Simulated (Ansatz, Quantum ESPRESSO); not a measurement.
# Predicting the next point of a tunnelling series: vacuum gaps between two Ta(100) faces

Method. Quantum ESPRESSO 7.5 (pw.x, pwcond.x), PBE, JTH PAW; geometry as built. T is the transmission per spin at the Fermi level, averaged over the mesh across the current, in a cell of 11.02 Å². The series steps the width of the vacuum gap.

| width (Å) | T |
| --- | --- |
| 3.5 | 0.567 |
| 4.5 | 0.293 |
| 5.5 | 0.107 |

To predict: What is T at 6.5 Å?

By hand: In the tunnelling regime ln T falls linearly. The last two rows give a slope of ln(0.293/0.107)/(5.5 − 4.5) = 1.007 per Å, so T(6.5) ≈ 0.107 × exp(−1.007 × 1) = 0.0391.

**Check.** T = 0.0852; the estimate is 0.46 times that. The slope over the last interval is 0.225: flatter than before. Points of the mesh with over 2.5 times the mean carry 90 % of this T, and one passes 0.99: resonant or open transport, which no single decay describes. A second code, Ansatz 0.2.0, gives 0.0816.

Caveats: Short leads, unrelaxed atoms, a barrier without the image potential and an untested mesh.
